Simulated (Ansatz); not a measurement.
## B4TeMo: relaxing a made-up structure

Starting from a made-up structure for B4TeMo, the aim is the relaxed cell, its shortest contacts and, where a second run follows, its electronic structure.

Program: Ansatz 0.2.0. Level of theory: DFT, PBE, plane-wave PAW, files of the set soft_1, scalar-relativistic, no spin, cell and ions relaxed at zero pressure; PAW set soft_1, in the first sound run; inputs show where later runs differ. Results are calculated unless marked as measured.

### 1. Starting point

Symmetry: P6/mmm, No. 191, hexagonal system. Conventional cell: a = 3.475 Å, b = 3.475 Å, c = 7.051 Å, α = 90.00°, β = 90.00°, γ = 120.00°. Te has 12 B at 2.60 Å and 2 Mo at 3.53 Å nearest. Nearest to Mo lie 12 B at 2.74 Å and 6 Mo at 3.47 to 3.48 Å and 2 Te at 3.53 Å. B has 3 B at 2.01 Å and 3 Te at 2.60 Å and 3 Mo at 2.74 Å nearest. Farther neighbours and most contacts between anions are not listed.

Coordinates:

```cif
data_structure
_symmetry_space_group_name_H-M 'P 1'
_symmetry_Int_Tables_number 1
_cell_length_a 3.4750
_cell_length_b 3.4750
_cell_length_c 7.0510
_cell_angle_alpha 90.000
_cell_angle_beta 90.000
_cell_angle_gamma 120.000
_cell_volume 73.74
loop_
_atom_site_label
_atom_site_type_symbol
_atom_site_fract_x
_atom_site_fract_y
_atom_site_fract_z
_atom_site_occupancy
Te1 Te 0.00000 0.00000 0.00000 1
Mo2 Mo 0.00000 0.00000 0.50000 1
B3 B 0.66667 0.33333 0.23440 1
B4 B 0.66667 0.33333 0.76560 1
B5 B 0.33333 0.66667 0.23440 1
B6 B 0.33333 0.66667 0.76560 1
```

### 2. Relaxation of the guess

The guess takes its coordinates from another compound and its volume from a rule, so the cell and any free coordinates are relaxed together.

File input.yaml:

```yaml
crystal:
  lattice:
    - [3.475, 0.0, 0.0]
    - [-1.7375, 3.009438278, 0.0]
    - [0.0, 0.0, 7.051]
  atoms:
    - { symbol: Te, position: [0.0, 0.0, 0.0] }
    - { symbol: Mo, position: [0.0, 0.0, 0.5] }
    - { symbol: B, position: [0.666666667, 0.333333333, 0.2344] }
    - { symbol: B, position: [0.666666667, 0.333333333, 0.7656] }
    - { symbol: B, position: [0.333333333, 0.666666667, 0.2344] }
    - { symbol: B, position: [0.333333333, 0.666666667, 0.7656] }
kpoints:
  mp_grid: { grid: [9, 9, 4] }
scf:
  occupations: { method: fermi_dirac, width: 0.05 }
hamiltonian:
  xc: pbe
  pseudopotentials: { kind: paw, azcp: { folder: soft_1 } }
relax:
  f_tol: 0.015
  max_steps: 70
  cell: {}
output:
  forces: true
  stress: true
```

Launch:

```
$ ansatz run input.yaml --threads 4 --pin off --max-ram 10240MiB --backend cpu --events-out ev --progress --plain --runs-dir out
```

Numbers of over 12 decimals in the logs are rounded to 6 here.

Log:

```text
Engine: ansatz 0.2.0, x86_64-unknown-linux-gnu
Pseudopotentials: kind: paw
Pseudopotential: Te, paw, valence charge 16, recommended cutoff 420 eV (normal), soft_1/Te.paw.azcp
Pseudopotential: Mo, paw, valence charge 14, recommended cutoff 420 eV (normal), soft_1/Mo.paw.azcp
Pseudopotential: B, paw, valence charge 3, recommended cutoff 420 eV (normal), soft_1/B.paw.azcp
Functional definition: PBE
  parameter kappa = 0.804
  parameter beta = 0.066725
  exchange = pbe_x(kappa = kappa, mu = beta*pi^2/3)
  correlation = pbe_c(beta = beta)
Crystal: 6 atoms, lattice volume = 73.738 Å³
Basis set: ecut = 420 eV, 1445 PW (Γ), exchange–correlation on 48×48×96 points (8 copies of the dense FFT grid, shifted against one another)
Bands: 27, of which v1, the nominal top of the filled ones, is band 21 counted from 1 (20 counted from 0)
Symmetry: 24 space group operations
Space group: P6/mmm (ITA 191), of the structure as read, at distance tolerance 4.2e-5 Å
k-points: 36 of 324
Non-local potential: Te, projectors of the file, l = 0: 2, l = 1: 2, l = 2: 2, l = 3: 1
Non-local potential: Mo, projectors of the file, l = 0: 3, l = 1: 2, l = 2: 2, l = 3: 1
Non-local potential: B, projectors of the file, l = 0: 2, l = 1: 2, l = 2: 1
PAW form: soft (Blöchl's): semilocal exchange-correlation on the pseudo side does not see the compensation charge
PAW one-centre angular grid: Te, 590 points (default); XC on 64 Gauss nodes
PAW one-centre angular grid: Mo, 590 points (default); XC on 64 Gauss nodes
PAW one-centre angular grid: B, 110 points (default); XC on 64 Gauss nodes
Initial density: superposition of atomic densities (chi_scale 0.1, normalization cell, long waves kept (reshape's long-wave potential 0.05 eV rms))
Initial wavefunctions: pseudopotential atomic-orbital guess
Functional: x = pbe(κ = 0.804, μ = 0.219515), c = pbe(β = 0.066725)
SCF iter   1: F=—  HF=-12557.452582 eV  |F-HF|=—  |Δ(HF+E_count)|=         —  Δρ=1.21e-1  dr2=2.78e1  ethr=3.10e-3  ⟨swp⟩=6.0  Hψ=4274  notcnv=0
preconditioner: auto → Kerker (q_TF=auto, 2.484 Å⁻¹)  [metal: Δε(μ)=0.024 eV  Ē_g=8.044 eV  σ=0.050 eV  W_gap=0.12  n_scr=22 (ndim 8)  ℏωp=21.2 eV  f_vac=0.000  D(μ)=3.87/eV (n_scr^D=36)]
SCF iter   2: F=—  HF=-12554.192611 eV  |F-HF|=—  |Δ(HF+E_count)|=    3.26e0  Δρ=6.02e-2  dr2=6.17e0  ethr=3.10e-3  ⟨swp⟩=2.3  Hψ=2044  notcnv=0  defer=3
SCF iter   3: F=—  HF=-12553.080766 eV  |F-HF|=—  |Δ(HF+E_count)|=    1.11e0  Δρ=1.42e-2  dr2=5.84e-1  ethr=3.10e-3  ⟨swp⟩=3.0  Hψ=1742  notcnv=0  defer=3
SCF iter   4: F=—  HF=-12553.032472 eV  |F-HF|=—  |Δ(HF+E_count)|=   4.83e-2  Δρ=9.56e-3  dr2=1.25e-1  ethr=1.39e-3  ⟨swp⟩=2.1  Hψ=1409  notcnv=0  defer=2
SCF iter   5: F=—  HF=-12553.015202 eV  |F-HF|=—  |Δ(HF+E_count)|=   1.73e-2  Δρ=2.86e-3  dr2=1.02e-2  ethr=2.98e-4  ⟨swp⟩=2.0  Hψ=1230  notcnv=0  defer=2
SCF iter   6: F=—  HF=-12553.013516 eV  |F-HF|=—  |Δ(HF+E_count)|=   1.69e-3  Δρ=5.74e-4  dr2=2.79e-4  ethr=2.42e-5  ⟨swp⟩=2.1  Hψ=1244  notcnv=0  defer=2
SCF iter   7: F=—  HF=-12553.013423 eV  |F-HF|=—  |Δ(HF+E_count)|=   9.31e-5  Δρ=2.15e-4  dr2=5.17e-5  ethr=6.63e-7  ⟨swp⟩=2.0  Hψ=1628  notcnv=0  defer=2
SCF iter   8: F=—  HF=-12553.013372 eV  |F-HF|=—  |Δ(HF+E_count)|=   5.09e-5  Δρ=3.01e-5  dr2=7.64e-7  ethr=1.23e-7  ⟨swp⟩=2.1  Hψ=1224  notcnv=0  defer=2
SCF iter   9: F=—  HF=-12553.013372 eV  |F-HF|=—  |Δ(HF+E_count)|=   8.93e-9  Δρ=2.09e-5  dr2=7.34e-7  ethr=2.38e-10  ⟨swp⟩=4.9  Hψ=3691  notcnv=0
SCF iter  10: F=-12553.013372 eV  HF=-12553.013372 eV  |F-HF|=3.95e-8  |Δ(HF+E_count)|=   7.68e-8  Δρ=5.39e-6  dr2=4.43e-8  ethr=2.38e-10  ⟨swp⟩=3.0  Hψ=3294  notcnv=0
SCF 1 converged in 10 iterations: F = -12553.013372 eV  dr2 = 4.43e-8
  greatest PAW one-centre occupation: 0.999 electrons in one spin orbital (limit 2), on the Mo atom at site 1 (counted from 0), in its partial waves of l = 0
relax step   1: F+E_penalty+E_count = -12553.01337218 eV  Δ(F+E_penalty+E_count) = +0.000e0 eV  max|allowed force component| = 2.012e0 eV/Å  Δτ_max = 0.0000 Å  P = -24.459 GPa  Ω = 73.738 Å³  (10 SCF iters, dr2 threshold 1.00e-7 eV, accepted)
Crystal: 6 atoms, lattice volume = 65.922 Å³
Basis set: ecut = 420 eV, 1307 PW (Γ), exchange–correlation on 48×48×96 points (8 copies of the dense FFT grid, shifted against one another)
Initial density: handed on by an earlier stage of this run
Initial wavefunctions: those handed on with the density
iter 1 solved again at ethr=2.41e-3 eV; its pass at ethr=3.10e-3 eV (dr2=1.01e0 eV) is discarded
SCF iter   1: F=—  HF=-12555.575341 eV  |F-HF|=—  |Δ(HF+E_count)|=         —  Δρ=2.15e-2  dr2=1.02e0  ethr=2.41e-3  ⟨swp⟩=1.0  Hψ=5873  notcnv=0
preconditioner: auto → Kerker (q_TF=auto, 2.531 Å⁻¹)  [metal: Δε(μ)=0.024 eV  Ē_g=8.037 eV  σ=0.050 eV  W_gap=0.12  n_scr=22 (ndim 8)  ℏωp=22.4 eV  f_vac=0.000  D(μ)=2.88/eV (n_scr^D=24)]
SCF iter   2: F=—  HF=-12555.449793 eV  |F-HF|=—  |Δ(HF+E_count)|=   1.26e-1  Δρ=1.36e-2  dr2=4.78e-1  ethr=2.41e-3  ⟨swp⟩=1.0  Hψ=973  notcnv=0
SCF iter   3: F=—  HF=-12555.348591 eV  |F-HF|=—  |Δ(HF+E_count)|=   1.01e-1  Δρ=1.88e-3  dr2=9.05e-3  ethr=1.14e-3  ⟨swp⟩=2.1  Hψ=1480  notcnv=0
SCF iter   4: F=—  HF=-12555.347903 eV  |F-HF|=—  |Δ(HF+E_count)|=   6.88e-4  Δρ=3.84e-4  dr2=1.17e-4  ethr=2.16e-5  ⟨swp⟩=1.3  Hψ=1205  notcnv=0
SCF iter   5: F=—  HF=-12555.347875 eV  |F-HF|=—  |Δ(HF+E_count)|=   2.81e-5  Δρ=9.96e-5  dr2=9.34e-6  ethr=2.79e-7  ⟨swp⟩=2.0  Hψ=1696  notcnv=0
SCF iter   6: F=—  HF=-12555.347873 eV  |F-HF|=—  |Δ(HF+E_count)|=   1.23e-6  Δρ=2.82e-5  dr2=8.77e-7  ethr=2.22e-8  ⟨swp⟩=2.3  Hψ=1722  notcnv=0
SCF iter   7: F=-12555.347873 eV  HF=-12555.347873 eV  |F-HF|=1.03e-8  |Δ(HF+E_count)|=   9.40e-8  Δρ=6.01e-6  dr2=2.20e-8  ethr=1.43e-9  ⟨swp⟩=4.0  Hψ=3088  notcnv=0
SCF 2 converged in 7 iterations: F = -12555.347873 eV  dr2 = 2.20e-8
relax step   2: F+E_penalty+E_count = -12555.34787330 eV  Δ(F+E_penalty+E_count) = -2.335e0 eV  max|allowed force component| = 1.316e0 eV/Å  Δτ_max = 0.1641 Å  P = -12.471 GPa  Ω = 65.922 Å³  energy of the carried Pulay correction = +4.811e-3 eV  (7 SCF iters, dr2 threshold 6.00e-7 eV, accepted)
Crystal: 6 atoms, lattice volume = 61.469 Å³
Basis set: ecut = 420 eV, 1189 PW (Γ), exchange–correlation on 48×48×96 points (8 copies of the dense FFT grid, shifted against one another)
iter 1 solved again at ethr=2.50e-3 eV; its pass at ethr=3.10e-3 eV (dr2=1.05e0 eV) is discarded
SCF iter   1: F=—  HF=-12556.840276 eV  |F-HF|=—  |Δ(HF+E_count)|=         —  Δρ=2.48e-2  dr2=1.06e0  ethr=2.50e-3  ⟨swp⟩=1.0  Hψ=6096  notcnv=0
[...]
relax step  12: F+E_penalty+E_count = -12558.70956293 eV  Δ(F+E_penalty+E_count) = -1.454e-2 eV  max|allowed force component| = 3.029e-2 eV/Å  Δτ_max = 0.0229 Å  P = +0.146 GPa  Ω = 70.461 Å³  energy of the carried Pulay correction = -8.637e-4 eV  (6 SCF iters, dr2 threshold 6.00e-7 eV, accepted)
relax step  13: F+E_penalty+E_count = -12558.72114963 eV  Δ(F+E_penalty+E_count) = -1.159e-2 eV  max|allowed force component| = 8.224e-3 eV/Å  Δτ_max = 0.0303 Å  P = +0.105 GPa  Ω = 71.860 Å³  energy of the carried Pulay correction = -1.736e-3 eV  (6 SCF iters, dr2 threshold 6.00e-7 eV, accepted)
relax step  14: F+E_penalty+E_count = -12558.74427418 eV  Δ(F+E_penalty+E_count) = -2.312e-2 eV  max|allowed force component| = 3.450e-2 eV/Å  Δτ_max = 0.0498 Å  P = +0.583 GPa  Ω = 74.218 Å³  energy of the carried Pulay correction = -3.148e-3 eV  (6 SCF iters, dr2 threshold 6.00e-7 eV, accepted)
relax step  15: F+E_penalty+E_count = -12558.77338168 eV  Δ(F+E_penalty+E_count) = -2.911e-2 eV  max|allowed force component| = 1.011e-1 eV/Å  Δτ_max = 0.0446 Å  P = +1.109 GPa  Ω = 76.523 Å³  energy of the carried Pulay correction = -4.472e-3 eV  (6 SCF iters, dr2 threshold 6.00e-7 eV, accepted)
relax step  16: F+E_penalty+E_count = -12558.79182102 eV  Δ(F+E_penalty+E_count) = -1.844e-2 eV  max|allowed force component| = 1.521e-2 eV/Å  Δτ_max = 0.0260 Å  P = +0.669 GPa  Ω = 78.734 Å³  energy of the carried Pulay correction = -5.690e-3 eV  (8 SCF iters, dr2 threshold 6.00e-7 eV, accepted)
relax step  17: F+E_penalty+E_count = -12558.79282538 eV  Δ(F+E_penalty+E_count) = -1.004e-3 eV  max|allowed force component| = 3.533e-3 eV/Å  Δτ_max = 0.0091 Å  P = -0.060 GPa  Ω = 79.563 Å³  energy of the carried Pulay correction = -6.167e-3 eV  (7 SCF iters, dr2 threshold 6.00e-7 eV, accepted)
relax step  18: F+E_penalty+E_count = -12558.79284361 eV  Δ(F+E_penalty+E_count) = -1.823e-5 eV  max|allowed force component| = 8.696e-4 eV/Å  Δτ_max = 0.0003 Å  P = +0.012 GPa  Ω = 79.543 Å³  energy of the carried Pulay correction = -6.155e-3 eV  (6 SCF iters, dr2 threshold 1.17e-8 eV, accepted)
relax step  19: F+E_penalty+E_count = -12558.81852945 eV  Δ(F+E_penalty+E_count) = -2.569e-2 eV  max|allowed force component| = 2.127e-3 eV/Å  Δτ_max = 0.0000 Å  P = +0.359 GPa  Ω = 79.543 Å³  stress off target by 8.91e-1 GPa  SCF on the basis re-selected at this cell (its energy is not comparable with the rows above)  (7 SCF iters)
relax step  20: F+E_penalty+E_count = -12558.82369483 eV  Δ(F+E_penalty+E_count) = -5.165e-3 eV  max|allowed force component| = 1.512e-4 eV/Å  Δτ_max = 0.0200 Å  P = +0.194 GPa  Ω = 81.028 Å³  energy of the carried Pulay correction = -8.623e-4 eV  (8 SCF iters, dr2 threshold 6.00e-7 eV, accepted)
relax step  21: F+E_penalty+E_count = -12558.82473177 eV  Δ(F+E_penalty+E_count) = -1.037e-3 eV  max|allowed force component| = 3.721e-3 eV/Å  Δτ_max = 0.0133 Å  P = +0.028 GPa  Ω = 82.088 Å³  energy of the carried Pulay correction = -1.553e-3 eV  (7 SCF iters, dr2 threshold 4.08e-7 eV, accepted)
relax step  22: F+E_penalty+E_count = -12558.82470429 eV  Δ(F+E_penalty+E_count) = +2.748e-5 eV  max|allowed force component| = 4.030e-4 eV/Å  Δτ_max = 0.0050 Å  P = +0.019 GPa  Ω = 82.455 Å³  energy of the carried Pulay correction = -1.807e-3 eV  (7 SCF iters, dr2 threshold 1.97e-8 eV, accepted)
relax step  23: F+E_penalty+E_count = -12558.82459116 eV  Δ(F+E_penalty+E_count) = +1.131e-4 eV  max|allowed force component| = 1.268e-4 eV/Å  Δτ_max = 0.0030 Å  P = +0.006 GPa  Ω = 82.685 Å³  energy of the carried Pulay correction = -1.970e-3 eV  (7 SCF iters, dr2 threshold 7.04e-9 eV, accepted)
iter 1 solved again at ethr=1.17e-7 eV; its pass at ethr=3.10e-3 eV (dr2=4.93e-5 eV) is discarded
SCF iter   1: F=—  HF=-12558.826672 eV  |F-HF|=—  |Δ(HF+E_count)|=         —  Δρ=1.23e-4  dr2=1.00e-6  ethr=1.17e-7  ⟨swp⟩=4.1  Hψ=7900  notcnv=0
preconditioner: auto → Kerker (q_TF=auto, 2.437 Å⁻¹)  [metal: Δε(μ)=0.041 eV  Ē_g=7.974 eV  σ=0.050 eV  W_gap=0.20  n_scr=14 (ndim 8)  ℏωp=20.0 eV  f_vac=0.000  D(μ)=2.79/eV (n_scr^D=14)]
SCF iter   2: F=—  HF=-12558.826748 eV  |F-HF|=—  |Δ(HF+E_count)|=   7.59e-5  Δρ=6.44e-5  dr2=2.78e-7  ethr=2.39e-9  ⟨swp⟩=2.3  Hψ=1578  notcnv=0
SCF iter   3: F=—  HF=-12558.826771 eV  |F-HF|=—  |Δ(HF+E_count)|=   2.27e-5  Δρ=3.53e-6  dr2=4.48e-9  ethr=6.61e-10  ⟨swp⟩=2.0  Hψ=1720  notcnv=0
SCF iter   4: F=—  HF=-12558.826771 eV  |F-HF|=—  |Δ(HF+E_count)|=   9.95e-9  Δρ=7.97e-7  dr2=1.09e-9  ethr=1.07e-11  ⟨swp⟩=2.0  Hψ=1380  notcnv=0
SCF iter   5: F=—  HF=-12558.826771 eV  |F-HF|=—  |Δ(HF+E_count)|=  6.93e-10  Δρ=2.70e-7  dr2=3.64e-10  ethr=2.61e-12  ⟨swp⟩=1.0  Hψ=972  notcnv=0
SCF iter   6: F=-12558.826771 eV  HF=-12558.826771 eV  |F-HF|=3.46e-11  |Δ(HF+E_count)|=  5.46e-12  Δρ=8.38e-8  dr2=4.49e-11  ethr=1.00e-12  ⟨swp⟩=3.8  Hψ=3547  notcnv=0
SCF 24 converged in 6 iterations: F = -12558.826771 eV  dr2 = 4.49e-11
relax step  24: F+E_penalty+E_count = -12558.82677091 eV  Δ(F+E_penalty+E_count) = -2.180e-3 eV  max|allowed force component| = 1.700e-5 eV/Å  Δτ_max = 0.0000 Å  P = +0.003 GPa  Ω = 82.685 Å³  stress off target by 3.99e-2 GPa  SCF on the basis re-selected at this cell (its energy is not comparable with the rows above)  (6 SCF iters)
basis re-selected at this cell: Δ(F+E_penalty+E_count) = -2.180e-3 eV, ΔP = -0.003 GPa vs the last step (what re-selecting the basis moved, of the pressure what is left beyond the Pulay correction that the steps carried, after the strain that the cell walked since its last selection, with what the two solves' SCF thresholds leave and, on support functions, any second-order correction that the steps lacked; it is no m [...]
SCF converged after 6 iterations
Free energy (F): -12558.826771 eV
Harris-Foulkes:  -12558.826771 eV  (|F-HF|=3.46e-11)
Internal energy: -12558.805973 eV  (E = F + TS)
E sigma→0 (E₀):  -12558.816372 eV
Entropy (-TS):   -0.020798 eV (-3.466 meV/atom)
Fermi energy:    10.149696 eV
--- Per-component energies (eV) ---
  E_band       = -406.435037
  E_kinetic    = 786.314777
  E_local      = -3742.501916  (includes V_loc(G=0)·N_el)
  E_nonlocal   = 245.166149
  E_hartree    = 1670.001269
  E_xc         = -428.899901
  E_vxc        = -474.543238  (∫ρ·V_xc dr)
  E_paw        = -8192.711823  (= ΣΔE_a)
  E_vpaw       = -560.873787  (= ΣTr[D̂ρ^β])
  E_aug_tail   = 0.000166  (compensation charges beyond the density's cutoff)
  E_ewald      = -2896.174694
  E_smearing   = -0.020798  (= −TS)
  E_closure    = 0.000000  (closes the sum)
  Σ components = -12558.826771   (vs F -12558.826771, Δ=0.00e0)
--- Forces (eV/Å), atoms counted from 1 ---
  atom   1  Te    -0.00000000     0.00000000     0.00000000
  atom   2  Mo     0.00000000     0.00000000     0.00000000
  atom   3  B      0.00000000     0.00000000     0.00001700
  atom   4  B      0.00000000     0.00000000    -0.00001700
  atom   5  B     -0.00000000    -0.00000000     0.00001700
  atom   6  B     -0.00000000    -0.00000000    -0.00001700
  max |Σ_I F_I| component: 3.70e-17 eV/Å
--- Stress (GPa, compression-positive) ---
       -0.015886       0.000000       0.000000
       -0.000000      -0.015886       0.000000
        0.000000       0.000000       0.039866
  P = ⅓ Tr σ = 0.0027 GPa (0.027 kbar)
--- Relaxed structure (21 steps of the walk, 21 accepted, 3 SCFs on fresh bases) ---
  F+E_penalty+E_count = -12558.82677091 eV   max|allowed force component| = 1.700e-5 eV/Å   (the final SCF, on the basis selected at the relaxed cell)
  cell:  # Å, volume = 82.6846 Å³
    - [3.000191, 0, 0.0]
    - [-1.500096, 2.598242, 0.0]
    - [0.0, 0.0, 10.607085]
  atoms:
    - { symbol: Te, position: [0, 0, 6.560671208724274e-19] }
    - { symbol: Mo, position: [0, 0, 0.5] }
    - { symbol: B, position: [0.666667, 0.333333, 0.346062] }
    - { symbol: B, position: [0.666667, 0.333333, 0.653938] }
    - { symbol: B, position: [0.333333, 0.666667, 0.346062] }
    - { symbol: B, position: [0.333333, 0.666667, 0.653938] }
```

It took 15 s on 4 threads of AMD EPYC 9R14 (Zen 4), shared host; peak memory 0.57 GiB.

Relaxation path (22 of 24):

```
step  energy less that of the first step (eV)  largest force component (eV/Å)  pressure (GPa)  volume (Å³)
   1                                   0.0000                          2.0125          -24.46        73.74
   2                                  -2.3345                          1.3156          -12.47        65.92
   3                                  -3.5959                          0.6385            5.42        61.47
   4                                  -4.3646                          0.5112            1.98        63.38
   5                                  -5.0719                          0.3137            4.08        63.79
   6                                  -5.4578                          0.2072            4.62        64.92
   8                                  -5.6200                          0.1259           -1.42        69.65
   9                                  -5.6266                          0.0065            0.01        69.09
  10                                  -5.6266                          0.0003            0.00        69.11
 11*                                  -5.6817                          0.0057            0.84        69.11
  12                                  -5.6962                          0.0303            0.15        70.46
  13                                  -5.7078                          0.0082            0.10        71.86
  14                                  -5.7309                          0.0345            0.58        74.22
  15                                  -5.7600                          0.1011            1.11        76.52
  16                                  -5.7784                          0.0152            0.67        78.73
  17                                  -5.7795                          0.0035           -0.06        79.56
 19*                                  -5.8052                          0.0021            0.36        79.54
  20                                  -5.8103                          0.0002            0.19        81.03
  21                                  -5.8114                          0.0037            0.03        82.09
  22                                  -5.8113                          0.0004            0.02        82.45
  23                                  -5.8112                          0.0001            0.01        82.68
 24*                                  -5.8134                          0.0000            0.00        82.68
```

Relaxation steps marked * repeat the geometry before them on a plane-wave basis chosen anew for their cell, so energy and pressure can jump there. Other such steps can lie between the rows shown.

The run keeps the 24 symmetry operations that it works with, so distortions that break them were not tested.

```
     cell as run  before   after   change
           a (Å)   3.475   3.000  -13.7 %
           b (Å)   3.475   3.000  -13.7 %
           c (Å)   7.051  10.607  +50.4 %
volume (Å³/atom)   12.29   13.78  +12.1 %
```

The atoms that moved most (Å, as changes of fractional coordinates times the final cell):

```
atom     dx     dy      dz  length
  B3  0.000  0.000   1.184   1.184
  B5  0.000  0.000   1.184   1.184
  B6  0.000  0.000  -1.184   1.184
  B4  0.000  0.000  -1.184   1.184
```

The relaxed structure:

```xyz
6
Lattice="3.0002 0.0000 0.0000 -1.5001 2.5982 0.0000 0.0000 0.0000 10.6071" Properties=species:S:1:pos:R:3 pbc="T T T"
Te    0.0000    0.0000    0.0000
Mo    0.0000    0.0000    5.3035
B     1.5001    0.8661    3.6707
B     1.5001    0.8661    6.9364
B     0.0000    1.7322    3.6707
B     0.0000    1.7322    6.9364
```

Numbers from this step:

* free energy: -12558.8268 eV
* energy at zero smearing: -12558.8164 eV
* smearing term TS: 0.02080 eV
* Fermi energy: 10.15 eV
* electrons: 42
* symmetry operations: 24
* pressure: 0.002698 GPa

Shortest distances by pair of elements, guess and relaxed (not always the same contact):

```
 pair  guess (Å)  relaxed (Å)
  B–B      2.006        1.732
 B–Mo      2.745        2.380
Te–Te      3.475        3.000
Mo–Mo      3.475        3.000
 B–Te      2.599        4.059
```

The relaxation ends with a largest force component of 1.7e-5 eV/Å and a pressure of 0.00 GPa.

(Continued in part 2 of 2.)

[Logs are printed without paths, hosts, clocks, repeated set-up lines and the standing remarks that a program may print on its own settings, such as how far it seeks lower states.]

[Hosts, paths, dates, database ids (printed as entryN), source tags and the programs' standing remarks are cut or masked in the printed files.]
